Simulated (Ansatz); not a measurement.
**From HSE06 to G0W0: K2LiScI6 (double perovskite (elpasolite)) (Fm-3m)**

Aim: the quasiparticle gap of K2LiScI6 (double perovskite (elpasolite)) (Fm-3m), starting from HSE06.

Calculated with Ansatz 0.2.0; HSE06, then G0W0 on it, plane waves, PAW.

The structure was built from a prototype and need not be the compound's stable phase.

### 1. Starting point

Symmetry: Fm-3m, No. 225, cubic system. The conventional cell has a = 11.711 Å, b = 11.711 Å, c = 11.711 Å, α = 90.00°, β = 90.00°, γ = 90.00°. K has 12 I at 4.14 Å nearest. Nearest to Li lie 6 I at 2.97 Å. Sc has 6 I at 2.89 Å nearest. I has 1 Sc at 2.89 Å and 1 Li at 2.97 Å and 4 K at 4.14 Å nearest. It derives from I6K2Li1Sc1. Farther neighbours and most contacts between anions are not listed.

The structure was relaxed with PBE. The structure type comes from a generator and need not be one that this composition takes. The runs that relaxed it are not among those shown. Spin-orbit coupling is left out unless a step names it. The default PAW set here is soft_2. Its files were made with PBE.

### 2. HSE06 levels on the mesh and at listed points

HSE06 mixes in a quarter of exact exchange at short range.

This step: DFT, HSE06, plane waves, PAW.

Input file input.yaml:

```yaml
crystal:
  lattice:
    - [0.0, 5.8553772128, 5.8553772128]
    - [5.8553772128, 0.0, 5.8553772128]
    - [5.8553772128, 5.8553772128, 0.0]
  atoms:
    - { symbol: K, position: [0.25, 0.25, 0.25] }
    - { symbol: K, position: [0.75, 0.75, 0.75] }
    - { symbol: Li, position: [0.0, 0.0, 0.0] }
    - { symbol: Sc, position: [0.5, 0.5, 0.5] }
    - { symbol: I, position: [0.2533847642, 0.7466152358, 0.7466152358] }
    - { symbol: I, position: [0.2533847642, 0.7466152358, 0.2533847642] }
    - { symbol: I, position: [0.7466152358, 0.2533847642, 0.7466152358] }
    - { symbol: I, position: [0.7466152358, 0.2533847642, 0.2533847642] }
    - { symbol: I, position: [0.7466152358, 0.7466152358, 0.2533847642] }
    - { symbol: I, position: [0.2533847642, 0.2533847642, 0.7466152358] }
kpoints:
  mp_grid: { grid: [2, 2, 2] }
  band_path:
    path:
      - [0.0, 0.0, 0.0]
      - [0.5, 0.0, 0.5]
      - [0.625, 0.25, 0.625]
      - [0.375, 0.375, 0.75]
      - [0.5, 0.5, 0.5]
      - [0.5, 0.25, 0.75]
      - [0.2, 0.0, 0.2]
    npoints: 1
hamiltonian:
  xc: hse06
scf:
  occupations: { method: fixed }
  n_extra_bands: 7
output:
  eigenvalues: true
  write_density: true
  write_potential: true
  elf: true
  volumetric_format: npy
```

Command:

```sh
$ ansatz run input.yaml --threads 8 --pin off --max-ram 17510MiB --backend cpu --events-out ev --progress --plain --runs-dir out
```

Numbers of over 12 decimals in the logs are rounded to 6 here.

What it wrote:

```text
scf.n_extra_bands = 7 over 67 filled bands (N_el = 134.0): the run solves 74 bands
Engine: ansatz 0.2.0, aarch64-unknown-linux-gnu
Pseudopotentials: kind: paw
Pseudopotential: K, paw, valence charge 9, recommended cutoff 420 eV (normal), K.paw.azcp
Pseudopotential: Li, paw, valence charge 3, recommended cutoff 420 eV (normal), Li.paw.azcp
Pseudopotential: Sc, paw, valence charge 11, recommended cutoff 420 eV (normal), Sc.paw.azcp
Pseudopotential: I, paw, valence charge 17, recommended cutoff 420 eV (normal), I.paw.azcp
Functional definition: HSE06
  parameter a = 0.25
  parameter omega = 0.11/bohr
  exchange = pbe_x - a*pbe_x_sr(omega) + a*exact_x_sr(omega)
  correlation = pbe_c
davidson cushion auto → on  (no smearing: the cushion is to keep the highest requested band from converging to the state above it; pin scf.eigensolver.cushion to override)
Crystal: 10 atoms, lattice volume = 401.508 Å³
Basis set: ecut = 420 eV, 7799 PW (Γ)
Bands: 74, of which v1, the nominal top of the filled ones, is band 67 counted from 1 (66 counted from 0)
Symmetry: 48 space group operations
Space group: Fm-3m (ITA 225), of the structure as read, at distance tolerance 7.4e-5 Å
k-points: 3 of 8
Non-local potential: K, projectors of the file, l = 0: 3, l = 1: 2, l = 2: 2
Non-local potential: Li, projectors of the file, l = 0: 3, l = 1: 2, l = 2: 1
Non-local potential: Sc, projectors of the file, l = 0: 3, l = 1: 2, l = 2: 3, l = 3: 1
Non-local potential: I, projectors of the file, l = 0: 2, l = 1: 2, l = 2: 2, l = 3: 2
PAW form: soft (Blöchl's): semilocal exchange-correlation on the pseudo side does not see the compensation charge
PAW frozen core: K, regenerated for the run's functional, and the local potential with it (the file was generated under x = pbe(κ = 0.804, μ = 0.219515), c = pbe(β = 0.066725))
PAW frozen core: Sc, regenerated for the run's functional, and the local potential with it (the file was generated under x = pbe(κ = 0.804, μ = 0.219515), c = pbe(β = 0.066725))
PAW frozen core: I, regenerated for the run's functional, and the local potential with it (the file was generated under x = pbe(κ = 0.804, μ = 0.219515), c = pbe(β = 0.066725))
PAW one-centre angular grid: K, 110 points (default); XC on 64 Gauss nodes
PAW one-centre angular grid: Li, 110 points (default); XC on 96 Gauss nodes
PAW one-centre angular grid: Sc, 590 points (default); XC on 64 Gauss nodes
PAW one-centre angular grid: I, 590 points (default); XC on 96 Gauss nodes
Initial density: superposition of atomic densities (neutral atoms: chi_scale 0, normalization atom), corrected by the library's trained network
Initial wavefunctions: pseudopotential atomic-orbital guess
Functional: x = pbe(κ = 0.804, μ = 0.219515), c = pbe(β = 0.066725), warm-up for x = pbe(κ = 0.804, μ = 0.219515) + 0.25 (exact − pbe) at short range (hse, ω = 0.207870 Å⁻¹), c = pbe(β = 0.066725); HSE06 as pw.x's `hse` composes it (authors' and Libxc's form: `xc: wpbeh`)
SCF iter   1: F=—  HF=-50506.350046 eV  |F-HF|=—  |Δ(HF+E_count)|=         —  Δρ=6.97e-4  dr2=5.16e-3  ethr=1.77e-3  ⟨swp⟩=8.0  Hψ=873  notcnv=0
preconditioner: auto → none  [insulator: Δε(μ)=2.046 eV  Ē_g=9.028 eV  n_scr=64 (ndim 8)  ℏωp=14.4 eV  f_vac=0.146]
SCF iter   2: F=—  HF=-50506.356197 eV  |F-HF|=—  |Δ(HF+E_count)|=   6.15e-3  Δρ=6.17e-4  dr2=7.12e-3  ethr=3.85e-6  ⟨swp⟩=7.0  Hψ=835  notcnv=0  defer=1
SCF iter   3: F=—  HF=-50506.355542 eV  |F-HF|=—  |Δ(HF+E_count)|=   6.54e-4  Δρ=4.14e-4  dr2=1.84e-3  ethr=3.85e-6  ⟨swp⟩=4.7  Hψ=585  notcnv=0
iter 4 solved again at ethr=8.60e-8 eV; its pass at ethr=1.38e-6 eV (dr2=1.15e-4 eV) is discarded
SCF iter   4: F=-50506.355480 eV  HF=-50506.355431 eV  |F-HF|=4.91e-5  |Δ(HF+E_count)|=   1.11e-4  Δρ=1.35e-4  dr2=1.15e-4  ethr=8.60e-8  ⟨swp⟩=3.7  Hψ=1026  notcnv=0
SCF 1 stopped early in 4 iterations: F = -50506.355480 eV  dr2 = 1.15e-4
  greatest PAW one-centre occupation: 1.000 electrons in one spin orbital (limit 2), on the Li atom at site 2 (counted from 0), in its partial waves of l = 0
Initial density: handed on by an earlier stage of this run
Initial wavefunctions: those handed on with the density
Functional: x = pbe(κ = 0.804, μ = 0.219515) + 0.25 (exact − pbe) at short range (hse, ω = 0.207870 Å⁻¹), c = pbe(β = 0.066725); HSE06 as pw.x's `hse` composes it (authors' and Libxc's form: `xc: wpbeh`)
Exchange kernel: α = 0.2500, screened, ω = 0.2079 Å⁻¹, Wigner–Seitz truncation, v(0) = 1031.3407 eV·Å³, q-mesh 2×2×2, nearest image of the exchange supercell L = 16.56 Å, pair-density grid 30×30×30, without the augmentation charges, whose exchange is taken in its separable form by FFT convolution over the k-point mesh (sized by the pseudopotential files, 48×48×48 at the most), smooth part of the exact exchange by density-matrix convolution
Frozen-core exchange: fock
SCF iter   1: F=—  HF=-50537.495374 eV  |F-HF|=—  |Δ(HF+E_count)|=         —  Δρ=6.25e-3  dr2=4.69e-1  ethr=8.55e-7  ⟨swp⟩=10.0  Hψ=1137  notcnv=0
preconditioner: auto → none  [insulator: Δε(μ)=3.759 eV  Ē_g=10.959 eV  n_scr=64 (ndim 8)  ℏωp=14.4 eV  f_vac=0.147]
SCF iter   2: F=—  HF=-50537.497274 eV  |F-HF|=—  |Δ(HF+E_count)|=   1.90e-3  Δρ=6.09e-3  dr2=6.44e-1  ethr=8.55e-7  ⟨swp⟩=9.0  Hψ=1069  notcnv=0
SCF iter   3: F=—  HF=-50537.383301 eV  |F-HF|=—  |Δ(HF+E_count)|=   1.14e-1  Δρ=9.02e-4  dr2=5.71e-3  ethr=8.55e-7  ⟨swp⟩=7.0  Hψ=958  notcnv=0
SCF iter   4: F=—  HF=-50537.405272 eV  |F-HF|=—  |Δ(HF+E_count)|=   2.20e-2  Δρ=5.71e-4  dr2=1.42e-3  ethr=8.55e-7  ⟨swp⟩=5.0  Hψ=770  notcnv=0
SCF iter   5: F=—  HF=-50537.405081 eV  |F-HF|=—  |Δ(HF+E_count)|=   1.91e-4  Δρ=3.02e-4  dr2=4.85e-4  ethr=8.55e-7  ⟨swp⟩=4.0  Hψ=582  notcnv=0
SCF iter   6: F=—  HF=-50537.405044 eV  |F-HF|=—  |Δ(HF+E_count)|=   3.67e-5  Δρ=9.29e-5  dr2=1.23e-4  ethr=2.91e-7  ⟨swp⟩=5.3  Hψ=572  notcnv=0
SCF iter   7: F=-50537.405310 eV  HF=-50537.405324 eV  |F-HF|=1.38e-5  |Δ(HF+E_count)|=   2.79e-4  Δρ=4.79e-5  dr2=2.00e-5  ethr=6.85e-8  ⟨swp⟩=5.0  Hψ=628  notcnv=0
SCF 2 stopped early in 7 iterations: F = -50537.405310 eV  dr2 = 2.00e-5
  greatest PAW one-centre occupation: 0.999 electrons in one spin orbital (limit 2), on the Li atom at site 2 (counted from 0), in its partial waves of l = 0
hybrid outer 1: dexx = +2.512e-2 eV, tail = 1.11e-4 eV
Exchange kernel: α = 0.2500, screened, ω = 0.2079 Å⁻¹, Wigner–Seitz truncation, v(0) = 1031.3407 eV·Å³, q-mesh 2×2×2, nearest image of the exchange supercell L = 16.56 Å, pair-density grid 30×30×30, without the augmentation charges, whose exchange is taken in its separable form by FFT convolution over the k-point mesh (sized by the pseudopotential files, 48×48×48 at the most), smooth part of the exact exchange by density-matrix convolution
Frozen-core exchange: fock
SCF iter   1: F=—  HF=-50537.404827 eV  |F-HF|=—  |Δ(HF+E_count)|=         —  Δρ=2.89e-5  dr2=4.51e-6  ethr=4.13e-7  ⟨swp⟩=3.0  Hψ=515  notcnv=0
preconditioner: auto → none  [insulator: Δε(μ)=3.188 eV  Ē_g=10.558 eV  n_scr=64 (ndim 8)  ℏωp=14.4 eV  f_vac=0.154]
SCF iter   2: F=—  HF=-50537.404827 eV  |F-HF|=—  |Δ(HF+E_count)|=   3.70e-8  Δρ=1.33e-5  dr2=9.68e-7  ethr=2.72e-9  ⟨swp⟩=5.3  Hψ=735  notcnv=0
SCF iter   3: F=—  HF=-50537.404828 eV  |F-HF|=—  |Δ(HF+E_count)|=   1.69e-6  Δρ=5.14e-6  dr2=3.87e-7  ethr=4.60e-10  ⟨swp⟩=5.7  Hψ=612  notcnv=0
iter 4 solved again at ethr=2.48e-12 eV; its pass at ethr=2.61e-10 eV (dr2=3.33e-9 eV) is discarded
SCF iter   4: F=-50537.404828 eV  HF=-50537.404828 eV  |F-HF|=1.57e-9  |Δ(HF+E_count)|=   7.82e-8  Δρ=1.11e-6  dr2=4.39e-9  ethr=2.89e-12 (applied; sched 2.48e-12)  ⟨swp⟩=4.0  Hψ=1302  notcnv=0
eigensolver tolerance schedule: the retry pair's looser diagonalisation over-reported the residual by 0.11 of it (diagonalisation noise at 0.11 of the residual, at the tolerance the schedule requests for it); recorded, not acted on — ethr = c·dr2/N_el stays at c = 1.0e-1
SCF 3 converged in 4 iterations: F = -50537.404828 eV  dr2 = 4.39e-9
hybrid outer 2: dexx = +2.024e-6 eV, tail = 4.84e-8 eV, Δε = 3.00e-3 eV (about 7.87e-5 eV left of the loop's levels)
NSCF: frozen V_eff on 7 k-points
hybrid SCF converged: 2 outer / 11 inner (+4 warm-up), last move |dexx| = 2.02e-6 eV, tail = 4.84e-8 eV
Stability not checked: this state was not tested for a lower state beside it, because the functional holds exact exchange (a hybrid, or Hartree-Fock), whose exchange loop this test does not read (fock_operator; see scf.lower_state_search)
Free energy (F): -50537.404828 eV
Frozen-core exchange: fock
Harris-Foulkes:  -50537.404828 eV  (|F-HF|=1.57e-9)
Internal energy: -50537.404828 eV  (E = F + TS)
E sigma→0 (E₀):  -50537.404828 eV
Fermi energy:    3.133909 eV
--- Per-component energies (eV) ---
  E_band       = -3238.185135
  E_kinetic    = 1919.240828
  E_local      = -15865.033161  (includes V_loc(G=0)·N_el)
  E_nonlocal   = -474.575643
  E_hartree    = 7702.159894
  E_xc         = -928.718723
  E_vxc        = -994.552385  (∫ρ·V_xc dr)
  E_exx        = -394.380609  (= α·E_x^exact, valence–valence)
  E_paw        = -31300.262896  (= ΣΔE_a)
  E_vpaw       = -2438.823433  (= ΣTr[D̂ρ^β])
  E_aug_tail   = -0.000044  (compensation charges beyond the density's cutoff)
  E_ewald      = -11193.244504
  E_core_change = -2.589970  (= ΣΔE_core)
  E_smearing   = -0.000000  (= −TS)
  E_closure    = -0.000000  (closes the sum)
  Σ components = -50537.404828   (vs F -50537.404828, Δ=-7.28e-12)
--- Band table (eV) ---
  k-point 0: bands = [... 63 lower, 2.7275, 3.1339, 3.1339, 3.1339, 6.3216, 6.3216, 6.3216, 7.3499, ... 3 higher]
  k-point 1: bands = [... 63 lower, 2.6126, 2.7144, 2.7477, 2.7477, 6.4098, 6.5326, 6.5326, 7.3555, ... 3 higher]
  k-point 2: bands = [... 63 lower, 2.0206, 2.5392, 2.5392, 3.1146, 6.3326, 6.7501, 6.7501, 6.8227, ... 3 higher]
```

Run time: 55 s. Hardware: 8 threads of Arm Neoverse V2, shared host; peak memory 3.1 GiB.

Numbers from this step:

| Quantity | Value |
| --- | --- |
| gap | 3.188 eV |
| valence top at | Γ |
| conduction bottom at | Γ |
| least direct gap | 3.188 eV |
| exact-exchange fraction | 0.25 |

Over mesh and listed points the gap is 3.188 eV, direct, at k = Γ.

Valence density in the ac plane of the conventional cell at fractional y = 0.000, with atoms of Li and Sc and I within 0.2 Å of it. It is the smooth field of the valence electrons, not physical close to the nuclei.

Ten steps, logarithmic in the rise over the least value, from '0' (0 e/Å³) to '9' (16 e/Å³), each cell a mean:
```
630012489853214677521247986321015
000011345432111344211123443210000
100000122211001122110011221100001
221100000000012333210000000000122
653200000000123576421000000001245
984210000000124899632000000002369
974210000000124798531000000001369
543100000000012344321000000001235
221100011000001122110000110000122
211011223211000000000012222110012
642112466532100122000134664321135
874223699853100576201237997422267
763123589842100465101236997421257
431112345431100000000123443211124
211001122210000011000011221100112
332100000000011222210000000001123
753210000000123565421000000001246
984210000000124899632000000002369
974210000000124798631000000001358
432100000000013455321000000001234
211000001100011222210000110000112
000001223221101122100112222100000
210012356532112465311234664210002
740013589963224787622248997321027
```
Columns run along a (11.7 Å), rows up along c (11.7 Å), edges of the conventional cell, whose origin can differ from the input's. Atoms in or near the plane, at fractional coordinates: Li at (0.00, 0.00), Li at (0.50, 0.50), Sc at (0.50, 0.00), Sc at (0.00, 0.50), I at (0.75, 0.00), I at (0.25, 0.50), I at (0.25, 0.00), I at (0.75, 0.50), I at (0.50, 0.25), I at (0.00, 0.75), I at (0.00, 0.25), I at (0.50, 0.75).

ELF in the ac plane of the conventional cell at fractional y = 0.000, with atoms of Li and Sc and I within 0.2 Å of it. It is the smooth field of the valence electrons, not physical close to the nuclei.

Values in units of 1e-1, 13 rows by 16 columns, each cell a mean:
```
3.6 1.6 6.7 5.4 4.5 6.8 2.9 4.9 5.3 2.4 6.6 4.9 4.9 7.0 2.8 2.6
5.5 2.9 2.4 6.1 6.5 3.4 2.6 4.9 5.0 3.3 2.7 6.0 6.6 3.2 2.1 5.2
5.2 7.0 3.3 0.7 0.7 2.0 6.7 5.2 4.6 6.8 3.3 0.7 0.7 2.0 6.8 5.7
3.7 6.9 4.4 0.3 0.2 3.0 7.2 4.6 4.1 7.1 4.4 0.3 0.2 3.0 7.1 4.2
6.4 4.9 1.7 4.2 4.8 1.8 3.7 6.7 6.9 4.7 1.4 4.2 4.7 2.0 4.0 6.4
4.2 1.6 6.0 6.2 6.2 6.5 2.1 1.5 2.1 1.2 5.9 6.5 5.9 6.5 2.2 3.5
5.4 3.5 6.8 3.6 3.4 7.0 3.6 5.1 7.1 2.1 7.1 4.2 3.0 6.6 3.7 5.9
3.8 1.6 5.2 6.7 6.9 6.0 1.6 1.9 2.3 1.3 5.0 6.9 6.7 6.0 1.9 3.2
6.5 5.8 1.8 2.9 3.4 1.3 4.7 6.9 6.9 5.6 1.6 2.9 3.4 1.4 4.9 6.6
3.3 6.9 4.8 0.3 0.1 3.3 7.3 4.1 3.5 7.0 4.8 0.3 0.1 3.3 7.2 3.9
6.0 6.8 2.4 1.2 1.5 1.7 6.1 5.8 5.4 6.6 2.5 1.2 1.5 1.6 6.2 6.3
4.2 1.9 3.2 6.8 6.9 4.5 2.2 3.9 4.3 2.3 3.6 6.7 7.0 4.3 1.7 3.9
5.1 1.9 7.0 4.9 3.9 6.7 3.3 5.6 5.5 3.0 6.8 4.4 4.2 7.0 3.2 3.6
```
Columns run along a (11.7 Å), rows up along c (11.7 Å), edges of the conventional cell, whose origin can differ from the input's. Atoms in or near the plane, at fractional coordinates: Li at (0.00, 0.00), Li at (0.50, 0.50), Sc at (0.50, 0.00), Sc at (0.00, 0.50), I at (0.75, 0.00), I at (0.25, 0.50), I at (0.25, 0.00), I at (0.75, 0.50), I at (0.50, 0.25), I at (0.00, 0.75), I at (0.00, 0.25), I at (0.50, 0.75).

(Continued in part 2 of 2.)

[Paths, hosts, dates, memory and timing lines, banners, echoed tables and standing remarks are left out of the program output.]

[Logs are printed without paths, hosts, clocks, repeated set-up lines and the standing remarks that a program may print on its own settings, such as how far it seeks lower states.]

[Runs of the session that timed out or met a known fault of the program may be left out.]

[Cells called generated may have been cut or substituted from an entry of the Crystallography Open Database or the Materials Project.]

[Hosts, paths, dates, database ids (printed as entryN), source tags and the programs' standing remarks are cut or masked in the printed files.]

[Where an RPA ε∞ is given, it is that of the G0W0 mesh and is not shown converged in it. Names of k-points follow the symmetry that the program found, which can be lower than the space group named. Band edges on a path are those of the sampled points; other points can move an edge, and change direct to indirect where valleys lie close.]

[Hybrid gaps are those of their k-mesh and are not shown converged in it.]
